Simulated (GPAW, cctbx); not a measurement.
# Bonding in (SrO)2(LiCl)2 as X-rays see it

Aim: compute the bonding part of the density of (SrO)2(LiCl)2, find which reflections carry it, and see how it biases an ordinary refinement.

The cell is a (SrO)2(LiCl)2 superlattice along [001] of the rock-salt type, started at the mean lattice constant and relaxed freely, with no substrate. All numbers below are calculated.

## 1. Find the equilibrium geometry

The density hangs on the geometry, so cell and atoms are relaxed first, with the symmetry held. The cutoff is set higher than for the density because stress converges slowly with plane waves.

Settings: GPAW 26.7.0, PBE, 900 eV, 6×6×3 k-points (along the axes of the calculation cell), Fermi–Dirac width 0.05 eV, BFGS to 0.03 eV/Å.

```text
cell
1.0
     3.659277593    0.000000000    0.000000000
     0.000000000    3.659277593    0.000000000
     0.000000000    0.000000000   10.350000000
Sr O Li Cl
2 2 2 2
Direct
0.500000000 0.000000000 0.875000000
0.000000000 0.500000000 0.125000000
0.000000000 0.500000000 0.875000000
0.500000000 0.000000000 0.125000000
0.500000000 0.000000000 0.375000000
0.000000000 0.500000000 0.625000000
0.000000000 0.500000000 0.375000000
0.500000000 0.000000000 0.625000000
```

```console
$ OMP_NUM_THREADS=1 mpirun -n 4 gpaw python run.py > gpaw.log
```

```text
BFGS:    0      -38.294799        2.171592
BFGS:    1      -38.515274        1.568837
BFGS:    2      -38.760729        0.517701
BFGS:    3      -38.790522        0.371828
...
BFGS:   30      -38.995161        0.052544
BFGS:   31      -38.996048        0.038898
BFGS:   32      -38.996686        0.013954
cell  3.6278 3.6278 11.3003  90.00 90.00 90.00
volume 148.722 A^3, largest force 0.013 eV/A, largest stress 0.07 GPa
```

After 32 steps the volume has changed by +7.3 % and the energy by -0.702 eV; the largest stress left is 0.07 GPa. It took 12 min on 4 cores of Intel(R) Xeon(R) Platinum 8488C (Sapphire Rapids) (shared host), peak memory 1.8 GiB.

Relaxed structure: P4/nmm (no. 129, origin choice 1), a = 3.6278 Å, b = 3.6278 Å, c = 11.3003 Å, α = 90.00°, β = 90.00°, γ = 90.00°.

| atom | mult. | x | y | z |
| --- | --- | --- | --- | --- |
| Sr1 | 2 | 1/2 | 0 | 0.8865 |
| Cl1 | 2 | 0 | 1/2 | 0.3642 |
| O1 | 2 | 0 | 1/2 | 0.8814 |
| Li1 | 2 | 1/2 | 0 | 0.3113 |

## 2. Density and charge transfer

X-rays see the whole electron density, so the PAW density is rebuilt with its core regions. Subtracting spherical free atoms from the same code cancels the cores and leaves the deformation density Δρ, the part due to bonding.

Settings: PBE, 550 eV, 7×7×3 k-points (along the axes of the calculation cell), Fermi–Dirac width 0.05 eV; primitive cell of 8 atoms.

```console
$ OMP_NUM_THREADS=1 mpirun -n 4 gpaw python run.py > gpaw.log
```

```text
|iter:   1|       0s |  -42.130645 | +0.02 |       |
|iter:   2|       1s |  -41.016151 | -1.68 | -1.00 |
|iter:   3|       2s |  -38.567535 | -0.83 | -1.05 |
...
|iter:   8|       8s |  -38.588034c| -5.85 | -3.37 |
|iter:   9|       9s |  -38.588038c| -6.98 | -3.85 |
|iter:  10|      10s |  -38.588039c| -7.90c| -4.30c|
```

```text
grid (40, 40, 126)  electrons 132.000  moved by bonding 1.734 e
deformation density beyond 0.5 A of the nuclei: max 0.164, min -0.051 e/A^3
atom        x       y       z   Voronoi charge  moment
Sr1    0.5000  0.0000  0.8865      0.326       0.00
Sr2    0.0000  0.5000  0.1135      0.326       0.00
Cl3    0.0000  0.5000  0.3642     -0.139       0.00
Cl4    0.5000  0.0000  0.6358     -0.139       0.00
O 5    0.0000  0.5000  0.8814     -0.430       0.00
O 6    0.5000  0.0000  0.1186     -0.430       0.00
Li7    0.5000  0.0000  0.3113      0.243       0.00
Li8    0.0000  0.5000  0.6887      0.243       0.00
mean inner potential of superposed free atoms 14.565 V
total magnetic moment 0.000 muB
```

Deformation density in a plane through the shortest contact of the O atom at the origin, in 0.01 e/Å³ (clipped at ±99); x from -1.6 to 3.8 Å, y from 2.4 down to -2.4 Å:

```text
  4   0   2  -5   .   .   3   1   1   4   6  -1   .   .   3   2
  1  -2  -1   3   0   0   2  -1  -1   2   5   4   1   1   2   1
 -2  -3  -3  -1   1   0  -2  -3  -2   0   2   4   4   3   1   0
 -4  -4  -2   1   3   2   0  -2  -2  -2   0   1   2   1   0  -1
 -3  -2   2   8  11  10   7   2  -1  -2  -1  -1  -1  -1  -1  -1
 -1   1   7  12   .   .  12   7   2  -1   .   .  -1  -2  -2  -1
  0   1   8   8   .   .  10   9   3   0   .   .   0  -2  -2  -2
 -1   1   7  12   .   .  12   7   2  -1   .   .  -1  -2  -2  -1
 -3  -2   2   8  11  10   7   2  -1  -2  -1  -1  -1  -1  -1  -1
 -4  -4  -2   1   3   2   0  -2  -2  -2   0   1   2   1   0  -1
 -2  -3  -3  -1   1   0  -2  -3  -2   0   2   4   4   3   1   0
  1  -2  -1   3   0   0   2  -1  -1   2   5   4   1   1   2   1
  4   0   2  -5   .   .   3   1   1   4   6  -1   .   .   3   2
```

Atoms in or within 0.15 Å of the plane: O (0.0, 0.0), Li (2.2, 0.0) Å. Dots mark points within about 0.45 Å of a nucleus; large values next to them are atomic features.

O gains most (-0.43 e) and Sr loses most (+0.33 e), as electronegativity suggests. Such charges fall far short of formal ones, since overlapping free atoms already put density on their neighbours. Along the shortest contact from the O atom at the map's origin, O–Li at 2.18 Å, Δρ is +0.06 e/Å³ at the midpoint and highest, +0.12, 0.65 Å from O (points within 0.5 Å of a nucleus left out): little piles up between the atoms, as in an ionic contact (the run has a band gap). At the midpoints of other shortest contacts it is +0.02 (Sr–O, 2.57 Å), +0.02 (Cl–Li, 2.63 Å) and +0.02 (Sr–Cl, 2.83 Å) e/Å³. Point values carry grid noise of about 0.01 e/Å³. The run needed 10 iterations, 20 s.

## 3. Structure factors

The Fourier components of Δρ, added to those of the free atoms, give the static X-ray structure factors; the Mott–Bethe relation turns them into the Fourier components V of the potential that fast electrons feel.

```text
static structure factors of the conventional cell: F in electrons, V (Mott-Bethe) in volts
   h  k  l      d  |F| table  |F| free   |F| DFT   change   |V| free  |V| DFT  change %
   0  0  1 11.3003    43.636    43.686    43.894    0.208     3.691    2.874    -22.2
   0  0  2  5.6501     3.696     3.723     3.616   -0.107     0.429    0.324    -24.6
   0  0  3  3.7668    16.495    16.502    16.821    0.319     0.186    0.046    -75.1
   1  0  1  3.4542    50.674    50.781    50.523   -0.258     2.997    3.092      3.2
   1  0  2  3.0527    26.571    26.645    25.652   -0.992     0.892    1.178     31.9
   0  0  4  2.8251    95.668    95.605    96.788    1.182     6.300    6.010     -4.6
   1  0  3  2.6130    56.985    57.037    56.647   -0.390     3.262    3.344      2.5
   1  1  0  2.5652    99.659    99.576   100.640    1.064     6.576    6.360     -3.3
   1  1  1  2.5016    36.569    36.473    37.025    0.552     1.572    1.466     -6.8
   1  1  2  2.3358     3.721     3.714     3.668   -0.046     0.072    0.064    -10.8
   0  0  5  2.2601    55.159    55.044    55.791    0.746     2.915    2.797     -4.0
   1  0  4  2.2290    17.520    17.544    17.567    0.023     0.715    0.711     -0.5
   1  1  3  2.1203    15.493    15.419    15.620    0.201     0.209    0.181    -13.3
   1  0  5  1.9183    35.106    35.170    35.051   -0.119     1.804    1.817      0.7
```

The largest X-ray change is +1.18 e on 004, 1.2 % of |F|. For electrons V goes as (Z − F)/g², so a change of F counts against Z − F, which is small at low angle and wherever the atoms' terms cancel: |V| of 003 moves by -75.1 % (0.19 to 0.05 V) against +1.9 % in |F|. These compare absolute values; so weak a component may also change sign. The tabulated Hartree–Fock atoms differ from the free DFT atoms by up to 0.12 e, so the choice of reference atom matters too.

## 4. The functional ladder

The same geometry is run with other functionals, to see whether the bonding signal is larger than the spread between approximations. Free atoms are LDA for LDA and PBE otherwise; meta-GGAs and hybrids keep PBE cores. Any other changed setting is in the row's label.

| run | ΔF 004 (e) | ΔF 110 (e) | ΔF 102 (e) | q(O) (e) | moved (e) | time |
| --- | --- | --- | --- | --- | --- | --- |
| PBE | +1.182 | +1.064 | -0.992 | -0.430 | 1.734 | 20 s |
| LDA | +1.094 | +0.984 | -0.924 | -0.411 | 1.626 | 16 s |
| SCAN | +1.241 | +1.116 | -1.072 | -0.462 | 1.871 | 38 s |

At the base's settings ΔF(004) spans +1.094 to +1.241 e, a spread of 12 % of the PBE value; over the three listed reflections the spread is at most 15 %, so sign and size hold across the functionals. Times are from shared hosts.

## 5. What a spherical-atom refinement makes of it

Routine crystallography fits spherical atoms. To see the bias, intensities are simulated from tabulated atoms plus the DFT change ΔF, so that bonding alone can misfit (6686 reflections of the full sphere, merged to the counts below, to 0.45 Å, 1.5 % proportional noise plus counting noise, assumed isotropic U as listed, Δρ smeared by the mean U) and refined with cctbx over different ranges.

```csv
range,data,R1,GooF,U Sr1 (true 0.0077),U Cl1 (true 0.0101),U O1 (true 0.0124),U Li1 (true 0.0147),largest shift (Å),"Δρ max, min (e/Å³)"
all data,570,0.0051,1.10,0.0077,0.0101,0.0124,0.0149,0.0001,"0.25, -0.25"
"low resolution, d > 0.84",112,0.0047,1.63,0.0077,0.0101,0.0123,0.0147,0.0019,"0.17, -0.11"
"high order, d < 0.75",423,0.0055,0.94,0.0077,0.0101,0.0125,0.0150,0.0008,"0.19, -0.28"
"occupancies free, d > 0.7",177,0.0044,1.26,0.0077,0.0102,0.0138,0.0143,0.0025,"0.11, -0.16"
```

With all data GooF is 1.10, diluted by the many high-angle data; the misfit shows at low resolution; the top residual peak lies 0.80 Å from Cl and 2.87 Å from Li. No U is off by more than 3 s.u. at low resolution. With Sr1 held at 1 and the scale free, the other occupancies refine to Cl1 1.002(0.002), O1 1.034(0.006) and Li1 0.986(0.014), on sites that are all full: they absorb part of the misfit, and only ratios to the fixed site mean anything.

## 6. Answer

Bonding moves 1.73 e in the primitive cell of (SrO)2(LiCl)2 and changes the structure factors of the conventional cell in the table above by at most 1.18 e (004, 1.2 %), and among reflections above 2 % of the strongest by up to 3.7 % (102). The shortest bond, O–Li, has Δρ = +0.06 e/Å³ at its midpoint, which with the charge transfer marks a mainly ionic contact. At the base's settings ΔF(004) spans +1.094 to +1.241 e, a spread of 12 % of the PBE value; over the three listed reflections the spread is at most 15 %, so sign and size hold across the functionals. With all data GooF is 1.10, diluted by the many high-angle data. Limits: static density, frozen cores, no spin–orbit coupling.

[Outputs are excerpts: Python notices, other lines and further rows are left out; steps that failed or that the build refused (PBEsol, TPSS) are not shown.]

[Logs are printed without paths, hosts, clocks, repeated set-up lines and the standing remarks that a program may print on its own settings, such as how far it seeks lower states.]
